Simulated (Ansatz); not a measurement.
# Tc of SrSiAg in the AlB2 type from its phonons

Aim: the phonon-mediated transition temperature of SrSiAg in the AlB2 type at ambient pressure, over a range of μ*. The cell shown first is a relaxed one, from steps not shown here.

Main program and level: Ansatz 0.2.0; DFT PBE, scalar-relativistic, plane waves, PAW; PAW set soft_1.

Report form: the programs' logs are mostly left out.

The structure was built from a prototype and need not be the compound's stable phase.

**1. The cell after earlier relaxation steps**

Symmetry: P-6m2, No. 187, hexagonal system. Conventional cell: a = 4.438 Å, b = 4.438 Å, c = 4.445 Å, α = 90.00°, β = 90.00°, γ = 120.00°. Sr has 6 Si at 3.39 Å and 6 Ag at 3.39 Å nearest. Si has 3 Ag at 2.56 Å and 6 Sr at 3.39 Å nearest. Nearest to Ag lie 3 Si at 2.56 Å and 6 Sr at 3.39 Å. Farther neighbours are not listed.

**2. Resistivity: q 3×3×2, k 6×6×6, scattering 8×8×8**

The run that gives the couplings also evaluates McMillan's and Allen and Dynes's formulas and, where asked, the Eliashberg equations, over a range of μ*.

Input file input.yaml:

```yaml
crystal:
  lattice:
    - [4.4378312586, 2.7366e-06, 0.0]
    - [-2.2189179992, 3.8432732394, 0.0]
    - [0.0, 0.0, 4.4447294157]
  atoms:
    - { symbol: Sr, position: [0.0, 0.0, 0.0] }
    - { symbol: Si, position: [0.3333333333, 0.6666666667, 0.5] }
    - { symbol: Ag, position: [0.6666666667, 0.3333333333, 0.5] }
kpoints:
  mp_grid: { grid: [6, 6, 6] }
hamiltonian:
  xc: pbe
  pseudopotentials: { kind: paw, azcp: { folder: soft_1 } }
scf:
  occupations: { method: methfessel_paxton, width: 0.2 }
output:
  eigenvalues: true
phonons:
  method: dfpt
  qmesh: [3, 3, 2]
  temperatures: { t_max: 1000, t_step: 50 }
  qpath:
    path:
      - [[0.0, 0.0, 0.0], [0.5, 0.0, 0.0], [0.33333333, 0.33333333, 0.0], [0.0, 0.0, 0.0], [0.0, 0.0, 0.5], [0.5, 0.0, 0.5], [0.33333333, 0.33333333, 0.5], [0.0, 0.0, 0.5]]
      - [[0.5, 0.0, 0.5], [0.5, 0.0, 0.0]]
      - [[0.33333333, 0.33333333, 0.5], [0.33333333, 0.33333333, 0.0]]
    npoints: 10
  electrical_resistivity:
    mesh: [8, 8, 8]
    temperatures: [20.0, 50.0, 77.0, 100.0, 150.0, 200.0, 300.0, 400.0, 600.0, 800.0]
  superconductivity: { mesh: [8, 8, 8] }
```

On the command line:

```sh
$ ansatz run input.yaml --threads 4 --pin off --max-ram 12288MiB --backend cpu --events-out ev --progress --plain --runs-dir out
```

Run time: 9 min. Hardware: 4 threads of Arm Neoverse V1, shared host; peak memory 4.4 GiB; 35 min of CPU time.

Numbers from this step:

```
volume per atom                                                                : 25.27 Å³/atom
metallic on mesh                                                               : yes
gap on the k-mesh                                                              : 0 eV
zero point energy                                                              : 0.07472 eV/cell
share of imaginary modes in the plain interpolation between solved wavevectors : 0
highest frequency, solved or plainly interpolated                              : 285.5 cm⁻¹
Debye temperature (second moment)                                              : 282 K
resistivity at 300 K                                                           : 43.11 μΩ cm, mean of the axes
coupling constant λ                                                            : 0.5665
density of states at the Fermi level                                           : 0.9176 states/eV a spin and cell
log mean phonon energy ħω_log                                                  : 11.24 meV
transport coupling constant λ_tr                                               : 0.4983, 0.4983, 1.018 (xx, yy, zz)
Drude plasma energy                                                            : 4.621, 4.621, 3.852 eV (xx, yy, zz)
resistivity times mean free path                                               : 16.6, 16.6, 16.01 × 10⁻¹⁶ Ω m² (xx, yy, zz)
second-moment phonon energy ħω₂                                                : 15.36 meV
```

Transition temperatures:

```csv
μ*,McMillan Tc (K),Allen–Dynes Tc (K),isotropic Fermi-surface Tc (K),isotropic full bandwidth Tc (K),anisotropic Fermi-surface Tc (K),anisotropic full bandwidth Tc (K),anisotropic narrow window Tc (K)
0.08,3.11,3.21,2.87,2.96,3.66,3.64,3.64
0.1,2.49,2.56,2.22,2.27,3.03,3,3
0.12,1.93,1.99,1.67,1.7,2.49,2.45,2.45
0.13,1.68,1.73,1.44,1.45,2.25,2.21,2.21
0.14,1.45,1.48,1.22,1.23,2.03,1.99,1.99
0.16,1.04,1.06,0.854,0.855,1.65,1.61,1.61
0.2,0.445,0.453,0.361,0.358,1.08,1.05,1.05
```

**3. Electron–phonon run: scattering mesh 12×12×12**

The next rung changes the scattering mesh, which samples the Fermi surface.

Edit input.yaml of step 2 so:

```diff
@@ -29,4 +29,4 @@
   electrical_resistivity:
-    mesh: [8, 8, 8]
+    mesh: [12, 12, 12]
     temperatures: [20.0, 50.0, 77.0, 100.0, 150.0, 200.0, 300.0, 400.0, 600.0, 800.0]
-  superconductivity: { mesh: [8, 8, 8] }
+  superconductivity: { mesh: [12, 12, 12] }
```

The job ended after 9.6 min (4 threads; peak memory 4.4 GiB; 38 min of CPU time).

This step gave:

```
resistivity at 300 K                 : 40.5 μΩ cm, mean of the axes
coupling constant λ                  : 0.6124
density of states at the Fermi level : 1.082 states/eV a spin and cell
log mean phonon energy ħω_log        : 11.01 meV
transport coupling constant λ_tr     : 0.5439, 0.5439, 1.137 (xx, yy, zz)
Drude plasma energy                  : 4.672, 4.672, 3.967 eV (xx, yy, zz)
resistivity times mean free path     : 16.31, 16.31, 14.43 × 10⁻¹⁶ Ω m² (xx, yy, zz)
second-moment phonon energy ħω₂      : 15.12 meV
```

Transition temperatures:

```csv
μ*,McMillan Tc (K),Allen–Dynes Tc (K),isotropic Fermi-surface Tc (K),isotropic full bandwidth Tc (K),anisotropic Fermi-surface Tc (K),anisotropic full bandwidth Tc (K),anisotropic narrow window Tc (K)
0.08,3.77,3.91,3.53,3.43,4.41,4.43,4.4
0.1,3.11,3.21,2.81,2.73,3.71,3.73,3.72
0.12,2.5,2.57,2.19,2.12,3.09,3.11,3.1
0.13,2.22,2.28,1.91,1.85,2.82,2.83,2.83
0.14,1.95,2,1.66,1.6,2.56,2.57,2.57
0.16,1.47,1.51,1.22,1.16,2.1,2.1,2.11
0.2,0.729,0.745,0.586,0.526,1.4,1.38,1.39
```

Between step 2 and this run (scattering mesh 12×12×12) the value for the log mean phonon energy ħω_log moves from 11.2 meV to 11.0 meV (-2 %).

**4. Resistivity: q 3×3×2, k 9×9×6, scattering 12×12×12**

The next rung changes the k mesh of the density and its response.

Edit input.yaml of step 3 so:

```diff
@@ -10,3 +10,3 @@
 kpoints:
-  mp_grid: { grid: [6, 6, 6] }
+  mp_grid: { grid: [9, 9, 6] }
 hamiltonian:
```

The mesh is denser.

The job ended after 17 min (4 threads; peak memory 5.4 GiB).

This step gave:

```
zero point energy                                 : 0.07534 eV/cell
highest frequency, solved or plainly interpolated : 283 cm⁻¹
Debye temperature (second moment)                 : 283 K
resistivity at 300 K                              : 40.1 μΩ cm, mean of the axes
coupling constant λ                               : 0.6202
density of states at the Fermi level              : 1.215 states/eV a spin and cell
log mean phonon energy ħω_log                     : 10.99 meV
transport coupling constant λ_tr                  : 0.6083, 0.6083, 1.209 (xx, yy, zz)
Drude plasma energy                               : 4.66, 4.66, 4.008 eV (xx, yy, zz)
resistivity times mean free path                  : 16.58, 16.58, 14.28 × 10⁻¹⁶ Ω m² (xx, yy, zz)
second-moment phonon energy ħω₂                   : 14.86 meV
```

Transition temperatures:

```csv
μ*,McMillan Tc (K),Allen–Dynes Tc (K),isotropic Fermi-surface Tc (K),isotropic full bandwidth Tc (K),anisotropic Fermi-surface Tc (K),anisotropic full bandwidth Tc (K),anisotropic narrow window Tc (K)
0.08,3.89,4.04,3.67,4.02,4.75,5.31,5.26
0.1,3.22,3.33,2.94,3.29,4.03,4.56,4.51
0.12,2.6,2.68,2.3,2.61,3.38,3.86,3.82
0.13,2.31,2.38,2.02,2.29,3.08,3.53,3.5
0.14,2.04,2.1,1.76,1.99,2.81,3.22,3.2
0.16,1.55,1.59,1.3,1.45,2.32,2.64,2.63
0.2,0.785,0.803,0.638,0.647,1.54,1.7,1.72
```

The Eliashberg function α²F has structure finer than the step of the table below, so its rows give means over 1 meV, whole bins alone (the curve runs from 0.137 to 34.9 meV). Peaks (meV: height): α²F 7.8: 0.288, 12.7: 0.349, 14.9: 0.427, 16.6: 0.729, 30.5: 1.40; α²F tr 7.8: 0.383, 12.7: 0.421, 14.9: 0.379, 16.6: 1.18, 30.5: 1.86.

Table of Eliashberg function α²F by phonon energy; means over each step:

```csv
phonon energy (meV),α²F,α²F tr
1,4.6e-4,3.5e-4
2,0.00781,0.00668
3,0.0198,0.0205
4,0.0332,0.0382
5,0.0611,0.0762
6,0.105,0.133
7,0.168,0.217
8,0.259,0.306
9,0.169,0.153
10,0.105,0.130
11,0.147,0.217
12,0.264,0.327
13,0.212,0.267
14,0.165,0.203
15,0.268,0.256
16,0.196,0.321
17,0.530,0.867
18,0.284,0.478
19,0.0924,0.160
20,0.0106,0.0170
21,0,0
22,0,0
23,0,0
24,0,0
25,0,0
26,0,0
27,0,0
28,0,0
29,0,0
30,0.340,0.470
31,0.469,0.579
32,0.0615,0.113
33,0.0428,0.0974
34,0.0167,0.0375
```

The Eliashberg function α²F has structure finer than the step of the table below, so its rows give means over 1 meV, whole bins alone (the curve runs from 0.137 to 34.9 meV). Peaks (meV: height): α²F 12.7: 0.349, 14.9: 0.427, 16.6: 0.729, 30.5: 1.40; Sr 7.8: 0.109, 11.9: 0.189, 12.7: 0.214, 16.6: 0.206; Si 16.8: 0.481, 30.5: 1.32; Ag 7.8: 0.131, 12.5: 0.124, 13.8: 0.129, 14.9: 0.277.

Eliashberg function α²F against phonon energy; means over each step:

```csv
phonon energy (meV),α²F,Sr,Si,Ag
1,4.6e-4,1.9e-4,6.7e-5,2.1e-4
2,0.00781,0.00307,0.00107,0.00369
3,0.0198,0.00780,0.00278,0.00921
4,0.0332,0.0132,0.00490,0.0152
5,0.0611,0.0243,0.00971,0.0271
6,0.105,0.0414,0.0181,0.0451
7,0.168,0.0655,0.0304,0.0720
8,0.259,0.100,0.0448,0.114
9,0.169,0.0717,0.0256,0.0720
10,0.105,0.0408,0.00717,0.0566
11,0.147,0.0835,0.00906,0.0541
12,0.264,0.160,0.0152,0.0884
13,0.212,0.125,0.00978,0.0774
14,0.165,0.0557,0.0170,0.0920
15,0.268,0.0501,0.0439,0.174
16,0.196,0.0620,0.116,0.0182
17,0.530,0.115,0.394,0.0208
18,0.284,0.0403,0.238,0.00521
19,0.0924,0.00861,0.0817,0.00209
20,0.0106,0.00119,0.00913,3.1e-4
21,0,0,0,0
22,0,0,0,0
23,0,0,0,0
24,0,0,0,0
25,0,0,0,0
26,0,0,0,0
27,0,0,0,0
28,0,0,0,0
29,0,0,0,0
30,0.340,0.00406,0.323,0.0138
31,0.469,0.00567,0.435,0.0280
32,0.0615,5.8e-4,0.0535,0.00737
33,0.0428,4.5e-4,0.0379,0.00434
34,0.0167,1.7e-4,0.0150,0.00147
```

Anisotropic full-bandwidth solution, weighted at the Fermi level. Gaps:

```csv
mu*,T (K),mean gap (meV),5 % (meV),95 % (meV),mean Z
0.1,1.14,0.61,0.345,0.918,1.56
0.1,2.28,0.573,0.315,0.864,1.56
0.1,3.42,0.458,0.241,0.69,1.56
0.1,4.1,0.309,0.158,0.461,1.57
0.13,0.882,0.443,0.211,0.697,1.56
0.13,1.76,0.415,0.187,0.653,1.56
0.13,2.65,0.33,0.141,0.518,1.57
0.13,3.18,0.222,0.0917,0.348,1.57
0.16,0.66,0.308,0.108,0.508,1.57
0.16,1.32,0.287,0.0917,0.474,1.57
0.16,1.98,0.228,0.067,0.377,1.57
0.16,2.38,0.154,0.0432,0.254,1.57
```

Table of dTc/da2F by phonon energy:

```csv
phonon energy (meV),dTc/da2F (K/meV)
2,5.62
4,4.65
6,3.78
8,3.15
10,2.69
12,2.34
14,2.06
16,1.83
18,1.65
20,1.49
22,1.35
24,1.25
26,1.15
28,1.06
30,0.986
32,0.919
34,0.861
```

Table of share of the Fermi-level states by lambda of a state:

```csv
lambda of a state,share of the Fermi-level states
0.360,0.174
0.402,0.0135
0.444,0.252
0.486,0.0486
0.528,0.0631
0.570,0.0235
0.612,0.0086
0.654,0.0224
0.696,0.0013
0.738,0.0031
0.780,0.0138
0.822,0.164
0.864,0.0313
0.906,0.053
0.948,0.0742
0.990,0.0436
1.030,0.0027
1.070,0
1.120,0
1.160,0.002
1.200,0.0053
1.240,0
1.280,0
1.330,6.0e-4
```

Against step 3 (now k-mesh 9×9×6), the log mean phonon energy ħω_log stays at 11.0 meV, the free energy moves by -2.7 meV an atom and the second-moment phonon energy ħω₂ goes from 15.1 meV to 14.9 meV.

**5. Outcome**

```
meshes                                 : q 3×3×2, k 9×9×6, scattering 12×12×12
coupling constant λ                    : 0.620
log mean phonon energy ħω_log          : 11.0 meV
Allen–Dynes Tc at μ* = 0.1             : 3.33 K
Allen–Dynes Tc at μ* = 0.13            : 2.38 K
anisotropic Eliashberg Tc at μ* = 0.1  : 4.56 K
anisotropic Eliashberg Tc at μ* = 0.13 : 3.53 K
```

In the last run (PBE, q 3×3×2, k 9×9×6, scattering 12×12×12), with λ = 0.62 and ħω_log = 11.0 meV, Tc at μ* = 0.13 is 2.3 K by McMillan's formula, 2.4 K by Allen and Dynes's and 3.5 K by the anisotropic Eliashberg equations. Raising μ* from 0.10 to 0.16 lowers the Allen–Dynes value from 3.3 to 1.6 K. The mean gap at a quarter of Tc gives 2Δ/k_B Tc = 2.91, against 3.53 in weak-coupling theory. The gap spreads from 0.21 to 0.70 meV over nine tenths of the Fermi surface. By the run's own test λ is not converged in the fine mesh: it moves by 7 % between the two finest, and by up to 31 % in the other runs. The run's transport test calls it not converged in the mesh; ρ(300 K) moves by 26 % in the component that moves most. Over the runs, λ takes the values 0.567, 0.612 and 0.620, in the order shown. The structure is a hand-built model. The compound is a prototype filled by a generator; whether it can be made, and whether it orders so, was not tested. μ* is a typed number, phonons are harmonic, and spin fluctuations are left out; at μ* = 0.13 McMillan's formula turns 1 % in λ into about 3.5 % in Tc.

[Logs are printed without paths, hosts, clocks, repeated set-up lines and the standing remarks that a program may print on its own settings, such as how far it seeks lower states.]

[Hosts, paths, dates, database ids (printed as entryN), source tags and the programs' standing remarks are cut or masked in the printed files.]
